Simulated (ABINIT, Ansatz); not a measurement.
# KRb2GaF6 (Fm-3m): G0W0 with ABINIT, start to end

How does a plane-wave GW calculation on KRb2GaF6 (Fm-3m) run from the first input to the gap?

Main program and level: ABINIT 10.8.3; PBEsol and many-body steps on it, plane waves.

## 1. Set-up

Symmetry: Fm-3m, No. 225, cubic system. The conventional cell has a = 8.757 Å, b = 8.757 Å, c = 8.757 Å, α = 90.00°, β = 90.00°, γ = 90.00°. K has 6 F at 2.48 Å nearest. Nearest to Rb lie 12 F at 3.11 Å. Nearest to Ga lie 6 F at 1.90 Å. Nearest to F lie 1 Ga at 1.90 Å and 1 K at 2.48 Å and 4 Rb at 3.11 Å. Farther neighbours and most contacts between anions are not listed.

Coordinates:

```cif
data_structure
_symmetry_space_group_name_H-M 'Fm-3m'
_symmetry_Int_Tables_number 225
_cell_length_a 8.7571
_cell_length_b 8.7571
_cell_length_c 8.7571
_cell_angle_alpha 90.000
_cell_angle_beta 90.000
_cell_angle_gamma 90.000
_cell_volume 671.55
loop_
_atom_site_label
_atom_site_type_symbol
_atom_site_symmetry_multiplicity
_atom_site_Wyckoff_symbol
_atom_site_fract_x
_atom_site_fract_y
_atom_site_fract_z
_atom_site_occupancy
K1 K 4 b 0.50000 0.00000 0.00000 1
Rb1 Rb 8 c 0.25000 0.25000 0.75000 1
Ga1 Ga 4 a 0.00000 0.00000 0.00000 1
F1 F 24 e 0.50000 0.28344 0.00000 1
```

The cell and positions are those that the Materials Project relaxed with its own functionals (PBE, PBE+U or r2SCAN), kept fixed.

## 2. Ground state

This step: ABINIT 10.8.3; DFT, PBEsol, plane waves, norm-conserving pseudopotentials.

The ground-state density comes first.

Contents of run.abi:

```
acell 3*1.0 Angstrom
rprim 
  -0.000000000000 4.378547672900 4.378547672900
  4.378547672900 -0.000000000000 4.378547672900
  4.378547672900 4.378547672900 -0.000000000000
ntypat 4
znucl 19 37 31 9
natom 10
typat 1 2 2 3 4 4 4 4 4 4
xred 
  0.500000000000 0.500000000000 0.500000000000
  0.750000000000 0.750000000000 0.750000000000
  0.250000000000 0.250000000000 0.250000000000
  0.000000000000 0.000000000000 0.000000000000
  0.783440950000 0.216559050000 0.783440950000
  0.216559050000 0.216559050000 0.783440950000
  0.783440950000 0.783440950000 0.216559050000
  0.783440950000 0.216559050000 0.216559050000
  0.216559050000 0.783440950000 0.216559050000
  0.216559050000 0.783440950000 0.783440950000
pp_dirpath "pseudos"
pseudos "K.upf, Rb.upf, Ga.upf, F.upf"
ecut 45
ngkpt 4 4 4
nshiftk 1
shiftk 0 0 0
kptopt 1
chksymbreak 0
nband 54
occopt 1
tolvrs 1e-10
nstep 60
prtwf 0
optforces 0
optstress 0
indata_prefix "in"
outdata_prefix "out"
tmpdata_prefix "tmp"
```

The run is started by

```
$ OMP_NUM_THREADS=1 mpirun -n 8 abinit run.abi > log
```

Numbers of over 12 decimals in the logs are rounded to 6 here.

What it wrote:

```text
.Version 10.8.3 of ABINIT. v10.8.2 released Aug 2026.

 Symmetries : space group Fm -3 m (#225); Bravais cF (face-center cubic)
================================================================================
 Values of the parameters that define the memory need of the present run
     intxc =       0    ionmov =       0      iscf =       7    lmnmax =       6
     lnmax =       6     mgfft =      72  mpssoang =       3    mqgrid =    3001
     natom =      10  nloc_mem =       1    nspden =       1   nspinor =       1
    nsppol =       1      nsym =      48    n1xccc =    2501    ntypat =       4
    occopt =       1   xclevel =       2
-    mband =          54        mffmem =           1         mkmem =           1
       mpw =       16361          nfft =      373248          nkpt =           8
================================================================================
  Rough estimation (10% accuracy) of disk space for files :
================================================================================

--------------------------------------------------------------------------------
------------- Echo of variables that govern the present computation ------------
--------------------------------------------------------------------------------
 -outvars: echo values of preprocessed input variables --------
            acell      1.8897261259E+00  1.8897261259E+00  1.8897261259E+00 Bohr

      chksymbreak           0
             ecut      4.50000000E+01 Hartree
-          fftalg         312

              ixc     -116133
              kpt      0.00000000E+00  0.00000000E+00  0.00000000E+00
                       2.50000000E-01  0.00000000E+00  0.00000000E+00
                       5.00000000E-01  0.00000000E+00  0.00000000E+00
                       2.50000000E-01  2.50000000E-01  0.00000000E+00
                       5.00000000E-01  2.50000000E-01  0.00000000E+00
                      -2.50000000E-01  2.50000000E-01  0.00000000E+00
                       5.00000000E-01  5.00000000E-01  0.00000000E+00
                      -2.50000000E-01  5.00000000E-01  2.50000000E-01
         kptrlatt        4    0    0      0    4    0      0    0    4
          kptrlen      4.68062598E+01
P           mkmem           1
            natom          10
            nband          54
            ngfft          72      72      72
             nkpt           8
            nstep          60
             nsym          48
           ntypat           4
              occ      2.000000  2.000000  2.000000  2.000000  2.000000  2.000000
                       2.000000  2.000000  2.000000  2.000000  2.000000  2.000000
                       2.000000  2.000000  2.000000  2.000000  2.000000  2.000000
                       2.000000  2.000000  2.000000  2.000000  2.000000  2.000000
                       2.000000  2.000000  2.000000  2.000000  2.000000  2.000000
                       2.000000  2.000000  2.000000  2.000000  2.000000  2.000000
                       2.000000  2.000000  2.000000  2.000000  2.000000  2.000000
                       2.000000  2.000000  2.000000  0.000000  0.000000  0.000000
                       0.000000  0.000000  0.000000  0.000000  0.000000  0.000000
        optforces           0
        optstress           0
            prtwf           0
            rprim     -0.0000000000E+00  4.3785476729E+00  4.3785476729E+00
                       4.3785476729E+00 -0.0000000000E+00  4.3785476729E+00
                       4.3785476729E+00  4.3785476729E+00 -0.0000000000E+00
          spgroup         225

           tolvrs      1.00000000E-10

             xred      5.0000000000E-01  5.0000000000E-01  5.0000000000E-01
                       7.5000000000E-01  7.5000000000E-01  7.5000000000E-01
[...]
znucl       19.00000   37.00000   31.00000    9.00000

================================================================================

 chkinp: Checking input parameters for consistency.

================================================================================
== DATASET  1 ==================================================================
-   mpi_nproc: 8, omp_nthreads: 1 (-1 if OMP is not activated)

--- !DatasetInfo
iteration_state: {dtset: 1, }
dimensions: {natom: 10, nkpt: 8, mband: 54, nsppol: 1, nspinor: 1, nspden: 1, mpw: 16361, }
cutoff_energies: {ecut:  45.0, pawecutdg:  -1.0, }
electrons: {nelect:   9.00000000E+01, charge:   0.00000000E+00, occopt:   1.00000000E+00, tsmear:   1.00000000E-02, }

 Real(R)+Recip(G) space primitive vectors, cartesian coordinates (Bohr,Bohr^-1):
 R(1)=  0.0000000  8.2742559  8.2742559  G(1)= -0.0604284  0.0604284  0.0604284
 R(2)=  8.2742559  0.0000000  8.2742559  G(2)=  0.0604284 -0.0604284  0.0604284
 R(3)=  8.2742559  8.2742559  0.0000000  G(3)=  0.0604284  0.0604284 -0.0604284
 Unit cell volume ucvol=  1.1329659E+03 bohr^3
 Angles (23,13,12)=  6.00000000E+01  6.00000000E+01  6.00000000E+01 degrees

 getcut: wavevector=  0.0000  0.0000  0.0000  ngfft=  72  72  72
         ecut(hartree)=     45.000   => boxcut(ratio)=   2.03759

--- Pseudopotential description ------------------------------------------------
- K Generated using ONCVPSP code by D. R. Hamann
- 19.00000   9.00000  180301                  znucl, zion, pspdat
12 -116133 2 -1 2250                          pspcod,pspxc,lmax,lloc,mmax
     nproj     2     2     2
[...]
--------------------------------------------------------------------------------

_setup2: Arith. and geom. avg. npw (full set) are   16332.297   16332.279

================================================================================

--- !BeginCycle
iteration_state: {dtset: 1, }
solver: {iscf: 7, nstep: 60, nline: 4, wfoptalg: 0, }
tolerances: {tolvrs: 1.00E-10, }

     iter   Etot(hartree)      deltaE(h)  residm     vres2
 ETOT  1  -461.07256446998    -4.611E+02 2.757E-01 1.071E+05
 ETOT  2  -460.77751742157     2.950E-01 4.010E-01 1.992E+05
 ETOT  3  -477.95940796219    -1.718E+01 1.919E-01 2.193E+04
 ETOT  4  -478.92264901898    -9.632E-01 4.038E-02 1.475E+04
 ETOT  5  -479.30088449519    -3.782E-01 2.377E-02 8.876E+03
 ETOT  6  -479.72012522306    -4.192E-01 2.587E-02 2.902E+03
 ETOT  7  -479.83185655714    -1.117E-01 1.350E-01 1.205E+03
 ETOT  8  -479.91061285570    -7.876E-02 6.118E-03 4.388E+01
 ETOT  9  -479.91345689349    -2.844E-03 2.172E-02 9.286E-02
 ETOT 10  -479.91346987185    -1.298E-05 1.119E-03 8.126E-03
 ETOT 11  -479.91347091180    -1.040E-06 1.044E-03 2.180E-04
 ETOT 12  -479.91347093192    -2.011E-08 3.541E-04 7.306E-05
 ETOT 13  -479.91347094548    -1.356E-08 3.582E-04 9.334E-06
 ETOT 14  -479.91347094733    -1.850E-09 1.265E-04 1.580E-07
 ETOT 15  -479.91347094732     5.400E-12 1.306E-04 1.999E-08
 ETOT 16  -479.91347094740    -7.867E-11 8.141E-05 1.458E-09
 ETOT 17  -479.91347094740     2.501E-12 1.286E-04 3.104E-11

 At SCF step   17       vres2   =  3.10E-11 < tolvrs=  1.00E-10 =>converged.

--- !ResultsGS
iteration_state: {dtset: 1, }
comment   : Summary of ground state results
lattice_vectors:
- [ -0.0000000,   8.2742559,   8.2742559, ]
- [  8.2742559,  -0.0000000,   8.2742559, ]
- [  8.2742559,   8.2742559,  -0.0000000, ]
lattice_lengths: [  11.70156,   11.70156,   11.70156, ]
lattice_angles: [ 60.000,  60.000,  60.000, ] # degrees, (23, 13, 12)
lattice_volume:   1.1329659E+03
convergence: {deltae:  2.501E-12, res2:  3.104E-11, residm:  1.286E-04, diffor:  0.000E+00, }
etotal    :  -4.79913471E+02
entropy   :   0.00000000E+00
fermie    :  -3.01716888E-02
cartesian_stress_tensor: null
pressure_GPa: null
xred      :
- [  5.0000E-01,   5.0000E-01,   5.0000E-01,  K]
- [  7.5000E-01,   7.5000E-01,   7.5000E-01, Rb]
- [  2.5000E-01,   2.5000E-01,   2.5000E-01, Rb]
- [  0.0000E+00,   0.0000E+00,   0.0000E+00, Ga]
- [  7.8344E-01,   2.1656E-01,   7.8344E-01,  F]
- [  2.1656E-01,   2.1656E-01,   7.8344E-01,  F]
- [  7.8344E-01,   7.8344E-01,   2.1656E-01,  F]
- [  7.8344E-01,   2.1656E-01,   2.1656E-01,  F]
- [  2.1656E-01,   7.8344E-01,   2.1656E-01,  F]
- [  2.1656E-01,   7.8344E-01,   7.8344E-01,  F]
cartesian_forces: null
force_length_stats: {min: null, max: null, mean: null, }

 Integrated electronic density in atomic spheres:
 ------------------------------------------------
 Atom  Sphere_radius  Integrated_density
[...]
================================================================================

 ----iterations are completed or convergence reached----

 Mean square residual over all n,k,spin=   87.645E-08; max=  12.859E-05
 reduced coordinates (array xred) for   10 atoms
[...]
0.216559050000      0.216559050000      0.783440950000
       0.783440950000      0.783440950000      0.216559050000
       0.783440950000      0.216559050000      0.216559050000
       0.216559050000      0.783440950000      0.216559050000
       0.216559050000      0.783440950000      0.783440950000
 rms dE/dt=  0.0000E+00; max dE/dt=  0.0000E+00; dE/dt below (all hartree)
    1       0.000000000000      0.000000000000      0.000000000000
    2       0.000000000000      0.000000000000      0.000000000000
    3       0.000000000000      0.000000000000      0.000000000000
    4       0.000000000000      0.000000000000      0.000000000000
    5       0.000000000000      0.000000000000      0.000000000000
    6       0.000000000000      0.000000000000      0.000000000000
    7       0.000000000000      0.000000000000      0.000000000000
    8       0.000000000000      0.000000000000      0.000000000000
    9       0.000000000000      0.000000000000      0.000000000000
   10       0.000000000000      0.000000000000      0.000000000000

 cartesian coordinates (angstrom) at end:
[...]
6      4.378548     4.378548     1.896428
    7      4.378548     4.378548     6.860667
    8      1.896428     4.378548     4.378548
    9      4.378548     1.896428     4.378548
   10      6.860667     4.378548     4.378548
 length scales=  1.889726125908  1.889726125908  1.889726125908 bohr
              =  1.000000000000  1.000000000000  1.000000000000 angstroms
 prteigrs : about to open file out_EIG
 Fermi (or HOMO) energy (hartree) =  -0.03017   Average Vxc (hartree)=  -0.34279
 Eigenvalues (hartree) for nkpt=   8  k points:
 kpt#   1, nband= 54, wtk=  0.01563, kpt=  0.0000  0.0000  0.0000 (reduced coord)
  -5.14998   -3.34349   -3.34349   -3.34349   -0.95476   -0.86613   -0.86434   -0.76325
  -0.74503   -0.74503   -0.74503   -0.74127   -0.74127   -0.42435   -0.42435   -0.42435
  -0.42145   -0.42145   -0.35532   -0.35532   -0.35532   -0.28789   -0.28789   -0.28789
  -0.28006   -0.28006   -0.28006   -0.19637   -0.11229   -0.11229   -0.11229   -0.07584
  -0.07584   -0.07584   -0.05345   -0.05345   -0.05064   -0.05064   -0.05064   -0.04534
  -0.04534   -0.04534   -0.03017   -0.03017   -0.03017    0.19730    0.30625    0.30625
   0.32981    0.32981    0.32981    0.34275    0.35992    0.35992
 prteigrs : prtvol=0 or 1, do not print more k-points.

--- !EnergyTerms
iteration_state     : {dtset: 1, }
comment             : Components of total free energy in Hartree
kinetic             :  2.42656996680545E+02
hartree             :  2.15622667601747E+02
xc                  : -7.85376033585708E+01
Ewald energy        : -2.21228322656365E+02
psp_core            :  1.02068648422745E+01
local_psp           : -5.75368851695077E+02
non_local_psp       : -7.32652223619524E+01
total_energy        : -4.79913470947400E+02
total_energy_eV     : -1.30591108225991E+04
band_energy         : -5.70249757217834E+01

== END DATASET(S) ==============================================================
================================================================================

 -outvars: echo values of variables after computation  --------
           etotal     -4.7991347095E+02
            nband          54
             nkpt           8
          spgroup         225
 [... the other variables as echoed above ...]

 Calculation completed.
```

The job ended after 2.5 min (8 MPI ranks of Arm Neoverse N1, shared host; peak memory 1.3 GiB).

Numbers from this step:

```
total energy               : -13059.1108 eV
gap                        : 6.190 eV
k of the valence top       : 0, 0, 0
k of the conduction bottom : 0, 0, 0
least direct gap           : 6.190 eV
```

The gap is direct, at Γ.

## 3. Empty states on the mesh, 2×2×2 mesh, 600 bands

The sums over transitions need many empty states on a uniform mesh; this step solves for them.

run.abi, as its differences from that of step 2:

```diff
@@ -23,3 +23,3 @@
 ecut 45
-ngkpt 4 4 4
+ngkpt 2 2 2
 nshiftk 1
@@ -28,9 +28,10 @@
 chksymbreak 0
-nband 54
-occopt 1
-tolvrs 1e-10
+iscf -2
+irdden 1
+istwfk *1
+nband 600
+nbdbuf 54
+tolwfr 1e-09
 nstep 60
-prtwf 0
-optforces 0
-optstress 0
+prtvol 0
 indata_prefix "in"
```

What it wrote:

```text
.Version 10.8.3 of ABINIT. v10.8.2 released Aug 2026.

 Symmetries : space group Fm -3 m (#225); Bravais cF (face-center cubic)
[... echo of the input left out ...]
== DATASET  1 ==================================================================
-   mpi_nproc: 8, omp_nthreads: 1 (-1 if OMP is not activated)
-    --> not optimal distribution: autoparal keyword recommended in input file <--

--- !DatasetInfo
iteration_state: {dtset: 1, }
dimensions: {natom: 10, nkpt: 3, mband: 600, nsppol: 1, nspinor: 1, nspden: 1, mpw: 16361, }
cutoff_energies: {ecut:  45.0, pawecutdg:  -1.0, }
electrons: {nelect:   9.00000000E+01, charge:   0.00000000E+00, occopt:   1.00000000E+00, tsmear:   1.00000000E-02, }

 Real(R)+Recip(G) space primitive vectors, cartesian coordinates (Bohr,Bohr^-1):
 R(1)=  0.0000000  8.2742559  8.2742559  G(1)= -0.0604284  0.0604284  0.0604284
 R(2)=  8.2742559  0.0000000  8.2742559  G(2)=  0.0604284 -0.0604284  0.0604284
 R(3)=  8.2742559  8.2742559  0.0000000  G(3)=  0.0604284  0.0604284 -0.0604284
 Unit cell volume ucvol=  1.1329659E+03 bohr^3
 Angles (23,13,12)=  6.00000000E+01  6.00000000E+01  6.00000000E+01 degrees

 getcut: wavevector=  0.0000  0.0000  0.0000  ngfft=  72  72  72
         ecut(hartree)=     45.000   => boxcut(ratio)=   2.03759

--- Pseudopotential description ------------------------------------------------
- K Generated using ONCVPSP code by D. R. Hamann
- 19.00000   9.00000  180301                  znucl, zion, pspdat
12 -116133 2 -1 2250                          pspcod,pspxc,lmax,lloc,mmax
     nproj     2     2     2
  pspatm : epsatm=    8.32504554
         --- l  ekb(1:nproj) -->
             0   10.921326    0.816676
             1    4.431000    0.560368
             2   -3.384038   -1.043186
 pspatm: atomic psp has been read  and splines computed

- Rb Generated using ONCVPSP code by D. R. Hamann
- 37.00000   9.00000  180301                  znucl, zion, pspdat
12 -116133 2 -1 2280                          pspcod,pspxc,lmax,lloc,mmax
     nproj     2     2     2
  pspatm : epsatm=   34.48401057
         --- l  ekb(1:nproj) -->
[...]
pspatm: atomic psp has been read  and splines computed

- Ga Generated using ONCVPSP code by D. R. Hamann
- 31.00000  21.00000  180301                  znucl, zion, pspdat
12 -116133 2 -1 1902                          pspcod,pspxc,lmax,lloc,mmax
     nproj     2     2     2
  pspatm : epsatm=   21.80669258
         --- l  ekb(1:nproj) -->
[...]
pspatm: atomic psp has been read  and splines computed

- F Generated using ONCVPSP code by D. R. Hamann
-  9.00000   7.00000  180301                  znucl, zion, pspdat
12 -116133 2 -1 832                           pspcod,pspxc,lmax,lloc,mmax
     nproj     2     2     1
  pspatm : epsatm=    4.89824381
         --- l  ekb(1:nproj) -->
[...]
2   -2.394754
[...]
-5.1500E+00 -3.3435E+00 -3.3435E+00 -3.3435E+00 -9.5476E-01 -8.6613E-01
 -8.6434E-01 -7.6325E-01 -7.4503E-01 -7.4503E-01 -7.4503E-01 -7.4127E-01
 -7.4127E-01 -4.2435E-01 -4.2435E-01 -4.2435E-01 -4.2145E-01 -4.2145E-01
[...]
4.5633E+00  4.5646E+00  4.5657E+00  4.5662E+00  4.5712E+00  4.5716E+00
  4.5729E+00  4.5734E+00  4.5754E+00  4.5796E+00  4.5812E+00  4.6153E+00
 prteigrs : prtvol=0 or 1, do not print more k-points.

--- !ResultsGS
iteration_state: {dtset: 1, }
comment   : Summary of ground state results
lattice_vectors:
- [ -0.0000000,   8.2742559,   8.2742559, ]
- [  8.2742559,  -0.0000000,   8.2742559, ]
- [  8.2742559,   8.2742559,  -0.0000000, ]
lattice_lengths: [  11.70156,   11.70156,   11.70156, ]
lattice_angles: [ 60.000,  60.000,  60.000, ] # degrees, (23, 13, 12)
lattice_volume:   1.1329659E+03
convergence: {deltae:  0.000E+00, res2:  0.000E+00, residm:  9.953E-10, diffor:  0.000E+00, }
etotal    :  -4.79913471E+02
entropy   :   0.00000000E+00
fermie    :  -3.01716888E-02
cartesian_stress_tensor: null
pressure_GPa: null
xred      :
- [  5.0000E-01,   5.0000E-01,   5.0000E-01,  K]
- [  7.5000E-01,   7.5000E-01,   7.5000E-01, Rb]
- [  2.5000E-01,   2.5000E-01,   2.5000E-01, Rb]
- [  0.0000E+00,   0.0000E+00,   0.0000E+00, Ga]
- [  7.8344E-01,   2.1656E-01,   7.8344E-01,  F]
- [  2.1656E-01,   2.1656E-01,   7.8344E-01,  F]
- [  7.8344E-01,   7.8344E-01,   2.1656E-01,  F]
- [  7.8344E-01,   2.1656E-01,   2.1656E-01,  F]
- [  2.1656E-01,   7.8344E-01,   2.1656E-01,  F]
- [  2.1656E-01,   7.8344E-01,   7.8344E-01,  F]
cartesian_forces: null
force_length_stats: {min: null, max: null, mean: null, }

 Integrated electronic density in atomic spheres:
 ------------------------------------------------
 Atom  Sphere_radius  Integrated_density
[...]
================================================================================

 ----iterations are completed or convergence reached----

 Mean square residual over all n,k,spin=   47.184E-11; max=  99.534E-11
 reduced coordinates (array xred) for   10 atoms
[...]
0.216559050000      0.783440950000      0.216559050000
       0.216559050000      0.783440950000      0.783440950000

 cartesian coordinates (angstrom) at end:
    1      4.378548     4.378548     4.378548
    2      6.567822     6.567822     6.567822
    3      2.189274     2.189274     2.189274
[...]
9      4.378548     1.896428     4.378548
   10      6.860667     4.378548     4.378548
 length scales=  1.889726125908  1.889726125908  1.889726125908 bohr
              =  1.000000000000  1.000000000000  1.000000000000 angstroms
 prteigrs : about to open file out_EIG
 Eigenvalues (hartree) for nkpt=   3  k points:
 kpt#   1, nband=600, wtk=  0.12500, kpt=  0.0000  0.0000  0.0000 (reduced coord)
[...]
4.54750    4.55090    4.56213    4.56231    4.56330    4.56459    4.56568    4.56618
   4.57122    4.57158    4.57287    4.57338    4.57544    4.57963    4.58118    4.61533
 prteigrs : prtvol=0 or 1, do not print more k-points.

== END DATASET(S) ==============================================================
================================================================================

 -outvars: echo values of variables after computation  --------
            nband         600
             nkpt           3
          spgroup         225
 [... the other variables as echoed above ...]

 Calculation completed.
```

The job ended after 37 min (8 MPI ranks; peak memory 1.4 GiB).

This step gave:

| Item | Value |
| --- | --- |
| gap | 6.190 eV |
| k of the valence top | 0, 0, 0 |
| k of the conduction bottom | 0, 0, 0 |
| least direct gap | 6.190 eV |
| k points computed | 3 |
| lowest point of the top converged band, above the valence top | 115.4721 eV |

On this mesh the gap is 6.190 eV.

(Part 1 of 2 ends here.)

[Paths, hosts, dates, memory and timing lines, banners, echoed tables and standing remarks are left out of the program output.]

[Logs are printed without paths, hosts, clocks, repeated set-up lines and the standing remarks that a program may print on its own settings, such as how far it seeks lower states.]

[Runs of the session that timed out or met a known fault of the program may be left out.]

[Hosts, paths, dates, database ids (printed as entryN), source tags and the programs' standing remarks are cut or masked in the printed files.]

[G0W0 gaps are taken among the corrected bands and points alone; a level outside them can change the order at an edge.]

[Where Ansatz stands beside ABINIT at settings called matched, ABINIT's density can come from a denser mesh and the files from another edition; pairs whose starting gaps differed by over 0.03 eV were left out, so agreement reads better than it is.]
